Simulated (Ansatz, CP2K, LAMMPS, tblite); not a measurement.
**Na+ TFSI- in fluoroethylene carbonate at 400 K (152 atoms) in CP2K**

Aim: run Na+ TFSI- in fluoroethylene carbonate at 400 K (152 atoms) in CP2K and see how near its forces come to a plane-wave reference, and at what cost.

Method: the method is named at each step, in CP2K 2026.2.

### 1. Set-up

The cell holds 152 atoms: 2 N, 4 S, 44 O, 40 C, 24 F, 36 H and 2 Na. Its edges and angles: a = 12.540 Å, b = 12.540 Å, c = 12.540 Å, α = 90.0°, β = 90.0°, γ = 90.0°. 12 fluoroethylene carbonate, 2 Na+, 2 TFSI- placed at random, at 1.58 g/cm³; overlaps pushed apart, then 10 ps at 550 K with Joung-Cheatham ions (J. Phys. Chem. B 112, 9020 (2008)); MMFF94 bonds, angles, torsions, charges and radii (Halgren, J. Comput. Chem. 17, 490 (1996)) in harmonic and 12-6 forms; charges of ions scaled by 0.8. Snapshot after 30 ps at 400 K and fixed volume.

The yardstick, on the same geometry:

| Quantity | Value |
| --- | --- |
| method | Kohn-Sham DFT, PBE, PAW, plane waves (Ansatz 0.2.0); cutoff 420 eV, Γ point, fermi-dirac smearing of 0.05 eV; PAW set soft_2 |
| r.m.s. force component | 1.167 eV/Å |
| longest force | 5.032 eV/Å |
| pressure | 3.661 GPa |
| gap (highest filled to lowest empty level) | 4.49 eV |
| SCF cycles | 11 |
| time | 48 s on 4 threads of Arm Neoverse V1, shared host |
| CPU time | 3.1 min |

### 2. PBE, DZVP-MOLOPT-SR, 840/60 Ry, diagonalisation

Method: Kohn-Sham DFT, PBE, GTH-PBE pseudopotentials, Gaussian and plane waves, DZVP-MOLOPT-SR-GTH, diagonalisation.

Input file input.inp:

```
&GLOBAL
  PROJECT cell
  RUN_TYPE ENERGY_FORCE
  PRINT_LEVEL LOW
&END GLOBAL
&FORCE_EVAL
  METHOD QS
  STRESS_TENSOR ANALYTICAL
  &DFT
    BASIS_SET_FILE_NAME BASIS_MOLOPT
    POTENTIAL_FILE_NAME GTH_POTENTIALS
    &MGRID
      CUTOFF 840
      REL_CUTOFF 60
      NGRIDS 5
    &END MGRID
    &QS
      EPS_DEFAULT 1.0E-12
    &END QS
    &SCF
      SCF_GUESS ATOMIC
      EPS_SCF 1.0E-06
      MAX_SCF 200
      ADDED_MOS 19
      &DIAGONALIZATION
        ALGORITHM STANDARD
      &END DIAGONALIZATION
      &SMEAR ON
        METHOD FERMI_DIRAC
        ELECTRONIC_TEMPERATURE [K] 580
      &END SMEAR
      &MIXING
        METHOD BROYDEN_MIXING
        ALPHA 0.3
        NBROYDEN 8
      &END MIXING
      &PRINT
        &RESTART OFF
        &END RESTART
      &END PRINT
    &END SCF
    &XC
      &XC_FUNCTIONAL PBE
      &END XC_FUNCTIONAL
    &END XC
    &PRINT
      &MULLIKEN ON
      &END MULLIKEN
      &HIRSHFELD ON
        SHAPE_FUNCTION DENSITY
      &END HIRSHFELD
      &MO ON
        EIGENVALUES T
        OCCUPATION_NUMBERS T
        MO_INDEX_RANGE 329 352
        &EACH
          QS_SCF 0
        &END EACH
        ADD_LAST NUMERIC
      &END MO
    &END PRINT
  &END DFT
  &SUBSYS
    &CELL
      A 12.54047 0.00000 0.00000
      B 0.00000 12.54047 0.00000
      C 0.00000 0.00000 12.54047
    &END CELL
    &COORD
      SCALED
      N 0.94371 0.74573 0.37090
      S 0.96341 0.76233 0.49387
      O 0.90581 0.85636 0.53643
      O 0.95795 0.66420 0.55642
      C 0.10224 0.79647 0.49898
      F 0.17524 0.71335 0.51650
      F 0.13752 0.84820 0.41008
      F 0.12428 0.86603 0.57646
      S 0.97822 0.62872 0.33502
      O 0.98435 0.61961 0.21963
      O 0.07326 0.57925 0.37816
      C 0.86672 0.54428 0.37471
      F 0.82504 0.49716 0.28856
      F 0.89871 0.46017 0.44611
      F 0.78348 0.60840 0.41600
      N 0.76341 0.73878 0.99121
      S 0.77905 0.82437 0.90225
      O 0.88200 0.80337 0.85345
      O 0.68578 0.83838 0.83199
      C 0.80823 0.94288 0.96902
      F 0.87586 0.00277 0.91131
      F 0.71970 0.00245 0.98218
      F 0.85924 0.92519 0.06421
      S 0.66099 0.75997 0.06207
      O 0.65873 0.85427 0.12685
      O 0.56046 0.73079 0.01068
      C 0.68484 0.65078 0.15407
      F 0.60284 0.64637 0.22512
      F 0.69884 0.55850 0.11186
      F 0.77274 0.66182 0.21468
      F 0.33754 0.76566 0.48583
      C 0.39515 0.67831 0.51519
      C 0.39623 0.65979 0.62998
      O 0.48898 0.71842 0.66887
      C 0.54548 0.73829 0.58102
      O 0.62593 0.79968 0.58130
      O 0.50276 0.69354 0.48915
      H 0.35340 0.61213 0.47988
      H 0.32761 0.69422 0.67211
      H 0.40545 0.57420 0.64898
      F 0.27708 0.44704 0.74989
      C 0.20430 0.36934 0.72254
      C 0.11142 0.42748 0.66610
      O 0.05551 0.46100 0.76074
      C 0.07689 0.38428 0.84012
      O 0.02424 0.37903 0.92300
      O 0.16222 0.32798 0.82223
      H 0.24686 0.30575 0.67673
      H 0.13318 0.49672 0.62088
      H 0.05333 0.38678 0.61549
      F 0.12231 0.61330 0.04921
      C 0.09149 0.70405 0.00353
      C 0.15894 0.70730 0.90994
      O 0.25806 0.72963 0.95235
      C 0.23584 0.79039 0.03993
      O 0.30621 0.83715 0.08964
[... 92 atom lines left out ...]
      H 0.28219 0.12824 0.58420
      H 0.25149 0.99088 0.55762
      Na 0.77357 0.82971 0.66929
      Na 0.02649 0.48244 0.08991
    &END COORD
    &KIND N
      BASIS_SET DZVP-MOLOPT-SR-GTH-q5
      POTENTIAL GTH-PBE-q5
    &END KIND
    &KIND S
      BASIS_SET DZVP-MOLOPT-SR-GTH-q6
      POTENTIAL GTH-PBE-q6
    &END KIND
    &KIND O
      BASIS_SET DZVP-MOLOPT-SR-GTH-q6
      POTENTIAL GTH-PBE-q6
    &END KIND
    &KIND C
      BASIS_SET DZVP-MOLOPT-SR-GTH-q4
      POTENTIAL GTH-PBE-q4
    &END KIND
    &KIND F
      BASIS_SET DZVP-MOLOPT-SR-GTH-q7
      POTENTIAL GTH-PBE-q7
    &END KIND
    &KIND H
      BASIS_SET DZVP-MOLOPT-SR-GTH-q1
      POTENTIAL GTH-PBE-q1
    &END KIND
    &KIND Na
      BASIS_SET DZVP-MOLOPT-SR-GTH-q9
      POTENTIAL GTH-PBE-q9
    &END KIND
  &END SUBSYS
  &PRINT
    &FORCES ON
    &END FORCES
    &STRESS_TENSOR ON
    &END STRESS_TENSOR
  &END PRINT
&END FORCE_EVAL
```

Launch:

```sh
> OMP_NUM_THREADS=1 cp2k.psmp -i input.inp > output.txt
```

Numbers of over 12 decimals in the logs are rounded to 6 here.

The log of the run:

```text
CP2K| version string:                                       CP2K version 2026.2
 CP2K| Input file name                                                 input.inp
 GLOBAL| Basis set file name                                        BASIS_MOLOPT
 GLOBAL| Potential file name                                      GTH_POTENTIALS
 GLOBAL| Run type                                                   ENERGY_FORCE
 GLOBAL| Total number of message passing processes                             1
 GLOBAL| Number of threads for this process                                    1
 TOTAL NUMBERS AND MAXIMUM NUMBERS
  Total number of            - Atomic kinds:                                   7
                             - Atoms:                                        152
                             - Shell sets:                                   152
                             - Shells:                                       688
                             - Primitive Cartesian functions:                760
                             - Cartesian basis functions:                   1794
                             - Spherical basis functions:                   1680
  Maximum angular momentum of- Orbital basis functions:                        2
                             - Local part of the GTH pseudopotential:          2
                             - Non-local part of the GTH pseudopotential:      2
 SCF PARAMETERS         Density guess:                                    ATOMIC
                        max_scf:                                             200
                        eps_scf:                                        1.00E-06
                        added MOs                                        19    0
                        Mixing method:                            BROYDEN_MIXING
                                                charge density mixing in g-space
                        Smear method:                                FERMI_DIRAC
                        Electronic temperature [K]:                        580.0
                        Electronic temperature [a.u.]:                  1.84E-03
                        Accuracy threshold:                             1.00E-10
 Extrapolation method: initial_guess
 Number of electrons:                                                        680
 Number of occupied orbitals:                                                340
 Number of molecular orbitals:                                               359
 Number of orbital functions:                                               1680
 Number of independent orbital functions:                                   1680
 SCF WAVEFUNCTION OPTIMIZATION
  Step     Update method      Time    Convergence         Total energy    Change
     1 NoMix/Diag. 0.30E+00   22.7     1.06231116     -1691.1947581709 -1.69E+03
     2 Broy./Diag. 0.30E+00   27.7     0.32296234     -1620.2066767684  7.10E+01
     3 Broy./Diag. 0.30E+00   28.4     0.09563528     -1679.2009900432 -5.90E+01
     4 Broy./Diag. 0.30E+00   28.8     0.02276616     -1692.2997784390 -1.31E+01
[...]
20 Broy./Diag. 0.30E+00   31.4     0.00000103     -1691.9717841599  3.63E-05
    21 Broy./Diag. 0.30E+00   31.6     0.00000069     -1691.9717529043  3.13E-05
  *** SCF run converged in    21 steps ***
  Electronic density on regular grids:       -680.0000000002       -0.0000000002
  Core density on regular grids:              679.9999999997       -0.0000000003
  Total charge density on r-space grids:       -0.0000000004
  Total charge density g-space grids:          -0.0000000004
  Overlap energy of the core charge distribution:               2.19933e-05
  Self energy of the core charge distribution:              -4355.133641
  Core Hamiltonian energy:                                   1252.206158
  Hartree energy:                                            1789.799123
  Exchange-correlation energy:                               -378.843415
  Electronic entropic energy:                                  -0.000000
  Fermi energy:                                                 0.069883
  Total energy:                                             -1691.971753
  Total energy (extrapolated to T->0):                      -1691.971753
 MO| EIGENVALUES AND OCCUPATION NUMBERS
 MO|
 MO|  Index      Eigenvalue [a.u.]        Eigenvalue [eV]             Occupation
 MO|    329              -0.065406              -1.779796               2.000000
 MO|    330              -0.064268              -1.748822               2.000000
 MO|    331              -0.063267              -1.721576               2.000000
[...]
MO|    351               0.172380               4.690709               0.000000
 MO|    352               0.174205               4.740364               0.000000
 MO| Sum:                                                             680.000000
 MO| E(Fermi):            0.069883 a.u.          1.901615 eV
 MO| Band gap:            0.157686 a.u.          4.290845 eV
 !-----------------------------------------------------------------------------!
                     Mulliken Population Analysis
 #  Atom  Element  Kind  Atomic population                           Net charge
       1     N        1          5.358761                             -0.358761
       2     S        2          5.279954                              0.720046
       3     O        3          6.429969                             -0.429969
[...]
151     Na       7          8.258466                              0.741534
     152     Na       7          8.247449                              0.752551
 # Total charge                            680.000000                 -0.000000
 !-----------------------------------------------------------------------------!
 !-----------------------------------------------------------------------------!
                           Hirshfeld Charges
  #Atom  Element  Kind  Ref Charge     Population                    Net charge
      1       N      1       5.000          5.246                        -0.246
      2       S      2       6.000          5.591                         0.409
      3       O      3       6.000          6.255                        -0.255
[...]
151       Na     7       9.000          8.684                         0.316
    152       Na     7       9.000          8.699                         0.301
  Total Charge                                                           -0.000
 !-----------------------------------------------------------------------------!
 ENERGY| Total FORCE_EVAL ( QS ) energy [hartree]          -1691.971762
 FORCES| Atomic forces [hartree/bohr]
 FORCES|   Atom     x               y               z               |f|
 FORCES|      1 -3.41196771E-05  7.61288994E-03 -5.95208093E-03   9.66356688E-03
 FORCES|      2 -3.16409952E-02 -6.88261965E-03  2.67819805E-02   4.20213935E-02
 FORCES|      3  1.33083420E-02 -1.23656413E-02 -1.39489563E-02   2.29040266E-02
[...]
FORCES|    151  6.55184813E-03  6.51224681E-03  3.75606802E-03   9.97216724E-03
 FORCES|    152 -7.30566686E-03 -9.22025528E-03 -4.05972829E-03   1.24445679E-02
 FORCES| Sum    -1.13063417E-02  1.51696803E-02 -7.90814509E-03
 FORCES| Total atomic force                                       2.05058851E-02
 STRESS| Analytical stress tensor [bar]
 STRESS|                        x                   y                   z
 STRESS|      x        5.49801251202E+04   8.57451739096E+03  -1.00371307494E+03
 STRESS|      y        8.57451739096E+03   4.18816572392E+04  -2.31526679569E+02
 STRESS|      z       -1.00371307494E+03  -2.31526679569E+02   4.68649992263E+04
 STRESS| 1/3 Trace                                             4.79089271952E+04
```

It took 12 min on 1 thread of Arm Neoverse V1, shared host; peak memory 7.5 GiB.

Banners, paths, timers and routine set-up lines are dropped from the logs unmarked, and long logs keep their key lines alone; longer cuts are marked.

Against the reference:

```yaml
r_m_s_force_component: 1.198 eV/Å
r_m_s_difference_of_force_components: 190.6 meV/Å
longest_difference_of_force_vectors: 710.4 meV/Å
force_difference_over_r_m_s_force: 16.33 %
slope_of_forces_against_the_reference_s: 1.013
correlation_of_force_components: 0.9873
spacing_of_highest_filled_and_lowest_empty_level: 4.291 eV
gap_difference: -0.1988 eV
pressure: 4.791 GPa
pressure_difference: 1.13 GPa
```

Length of the force difference by element (eV/Å):

```csv
element,atoms,mean,most
C,40,0.30,0.71
F,24,0.45,0.67
H,36,0.035,0.055
N,2,0.15,0.17
Na,2,0.51,0.53
O,44,0.36,0.55
S,4,0.30,0.34
```

Levels nearest the highest filled one (eV from it): -0.95, -0.92, -0.89, -0.87, -0.81, -0.79, -0.73, -0.71, -0.68, -0.60, -0.15, 0.00, 4.29, 4.87, 4.92, 5.13, 5.16, 5.19, 5.25, 5.27, 5.38, 5.48, 5.52, 5.57.

The surroundings of H68, picked at random, nearest first, numbered as they follow in the input and with coordinates relative to it.

```csv
atom,x,y,z,distance (Å),Hirshfeld charge (e),Fx,Fy,Fz (eV/Å)
H68,0.00,0.00,0.00,0.00,0.04,-0.74,0.51,0.51
C62,-0.55,0.95,-0.19,1.11,0.11,0.62,-1.80,-0.47
F61,0.40,1.83,-0.56,1.95,-0.06,1.59,1.46,-1.16
F81,1.23,-0.65,-1.39,1.97,-0.05,-1.59,0.54,-0.41
O67,-1.15,1.52,0.92,2.12,-0.07,-1.58,-0.59,0.80
C63,-1.66,0.80,-1.22,2.21,-0.02,0.67,0.13,0.53
H70,-2.13,-0.14,-1.11,2.40,0.04,-0.68,-1.75,0.42
H69,-1.39,0.83,-2.25,2.77,0.07,0.45,0.87,-0.87
O146,2.18,-0.64,1.63,2.80,-0.24,-1.43,1.19,-1.88
```

Forces lie 16 % from the reference's, at 3.8 times its CPU time (on 1 against 4 cores).

The forces add up to 1.1 eV/Å instead of zero, usually a sign of too coarse a grid.

### 3. GFN1-xTB, diagonalisation

Method: GFN1-xTB tight binding (the program's own implementation), diagonalisation.

Input file input.inp:

```
&GLOBAL
  PROJECT cell
  RUN_TYPE ENERGY_FORCE
  PRINT_LEVEL LOW
&END GLOBAL
&FORCE_EVAL
  METHOD QS
  STRESS_TENSOR ANALYTICAL
  &DFT
    &QS
      METHOD XTB
      &XTB
        GFN_TYPE 1
        DO_EWALD T
        CHECK_ATOMIC_CHARGES F
      &END XTB
    &END QS
    &SCF
      SCF_GUESS ATOMIC
      EPS_SCF 1.0E-06
      MAX_SCF 200
      ADDED_MOS 19
      &DIAGONALIZATION
        ALGORITHM STANDARD
      &END DIAGONALIZATION
      &SMEAR ON
        METHOD FERMI_DIRAC
        ELECTRONIC_TEMPERATURE [K] 580
      &END SMEAR
      &MIXING
        METHOD BROYDEN_MIXING
        ALPHA 0.3
        NBROYDEN 8
      &END MIXING
      &PRINT
        &RESTART OFF
        &END RESTART
      &END PRINT
    &END SCF
    &PRINT
      &MULLIKEN ON
      &END MULLIKEN
    &END PRINT
  &END DFT
  &SUBSYS
    &CELL
      A 12.54047 0.00000 0.00000
      B 0.00000 12.54047 0.00000
      C 0.00000 0.00000 12.54047
    &END CELL
    &TOPOLOGY
      COORD_FILE_NAME structure.xyz
      COORD_FILE_FORMAT XYZ
    &END TOPOLOGY
  &END SUBSYS
  &PRINT
    &FORCES ON
    &END FORCES
    &STRESS_TENSOR ON
    &END STRESS_TENSOR
  &END PRINT
&END FORCE_EVAL
```

Input file structure.xyz:

```xyz
152

N 11.83457 9.35180 4.65126
S 12.08161 9.55998 6.19336
O 11.35928 10.73916 6.72708
O 12.01314 8.32938 6.97777
C 1.28214 9.98811 6.25744
F 2.19759 8.94574 6.47715
F 1.72457 10.63683 5.14260
F 1.55853 10.86042 7.22908
S 12.26734 7.88444 4.20131
O 12.34421 7.77020 2.75426
O 0.91871 7.26407 4.74230
C 10.86908 6.82553 4.69904
F 10.34639 6.23462 3.61868
F 11.27025 5.77075 5.59443
F 9.82521 7.62962 5.21684
N 9.57352 9.26465 12.43024
S 9.76965 10.33799 11.31464
O 11.06069 10.07464 10.70266
O 8.60000 10.51368 10.43355
C 10.13558 11.82416 12.15197
[... 128 atom lines left out ...]
H 3.53880 1.60819 7.32614
H 3.15380 12.42610 6.99282
Na 9.70093 10.40495 8.39321
Na 0.33220 6.05002 1.12751
```

Launch:

```sh
> OMP_NUM_THREADS=2 cp2k.psmp -i input.inp > output.txt
```

The log of the run:

```text
CP2K| version string:                                       CP2K version 2026.2
 CP2K| Input file name                                                 input.inp
 GLOBAL| Basis set file name                                           BASIS_SET
 GLOBAL| Potential file name                                           POTENTIAL
 GLOBAL| Run type                                                   ENERGY_FORCE
 GLOBAL| Total number of message passing processes                             1
 GLOBAL| Number of threads for this process                                    2
[... lines left out ...]
                        Smear method:                                FERMI_DIRAC
[... lines left out ...]
 Number of electrons:                                                        664
[... lines left out ...]
  Step     Update method      Time    Convergence         Total energy    Change
[... lines left out ...]
  Leaving inner SCF loop after reaching   200 steps.
  Core Hamiltonian energy:                                   -314.204276
  Repulsive potential energy:                                   2.229999
  Electronic energy:                                          172.645141
  DFTB3 3rd order energy:                                      12.415300
  Dispersion energy:                                           -0.204067
  Correction for halogen bonding:                               0.000000
  Electronic entropic energy:                                  -0.00446585
  Fermi energy:                                                -0.339400
  Total energy:                                              -127.123961
  Total energy (extrapolated to T->0):                       -127.121728
 *   ___                                                                       *
 *  /   \                                                                      *
 * [ABORT]                                                                     *
 *  \___/     SCF run NOT converged. To continue the calculation regardless,   *
 *    |             please set the keyword IGNORE_CONVERGENCE_FAILURE.         *
 *  O/|                                                                        *
 * /| |                                                                        *
```

Elapsed: 38 s, on 2 threads; peak memory 0.26 GiB.

The run stopped without converging, so its numbers are no property of the system.

Mean charges by element (e), by run and scheme:

```csv
run,scheme,N,S,O,C,F,H
reference,Löwdin,-0.85,+2.19,-0.39,+0.37,-0.24,+0.23
"CP2K PBE, DZVP-MOLOPT-SR, 840/60 Ry, diagonalisation",Mulliken,-0.36,+0.68,-0.21,+0.12,-0.12,+0.10
"CP2K PBE, DZVP-MOLOPT-SR, 840/60 Ry, diagonalisation",Hirshfeld,-0.24,+0.40,-0.16,+0.12,-0.07,+0.05
```

The reference's Löwdin charges lack the electrons that the projection spills, 0.059 e an atom on average.

### 4. Outcome

| Property | Result |
| --- | --- |
| force difference from the reference | CP2K PBE, DZVP-MOLOPT-SR, 840/60 Ry, diagonalisation, 16 % |
| its CPU time | 12 min |

What this shows: The PBE run in local orbitals differs by 16 % (CP2K PBE, DZVP-MOLOPT-SR, 840/60 Ry, diagonalisation); basis, grid and potentials can all enter. At the same functional, the gap of CP2K PBE, DZVP-MOLOPT-SR, 840/60 Ry, diagonalisation lies 0.20 eV below the reference's 4.49 eV. Charges hang on scheme and program or settings: among these rows the mean for S runs from +0.40 to +2.19 e. The network of contacts between molecules at the start is that of the classical potential that made the cell, and needn't be the one that DFT or experiment would give. The reference's PBE has no dispersion term, which matters for the binding between molecules or layers. The density was typed from a rule of thumb and may lie off the real one at this temperature. The electronic-structure runs sample only Γ, in a cell whose shortest periodic width is 13 Å.

[Also dropped from logs without a mark: logging warnings of Python, and SIESTA's first energy breakdown and zero terms.]

[Logs are printed without paths, hosts, clocks, repeated set-up lines and the standing remarks that a program may print on its own settings, such as how far it seeks lower states.]

[Hosts, paths, dates, database ids (printed as entryN), source tags and the programs' standing remarks are cut or masked in the printed files.]

[The MMFF94 radii named for the starting cell were scaled by 0.96; in molecules described by MMFF94, hydrogen bound to N, O or S took a small fixed 12-6 site in their place.]
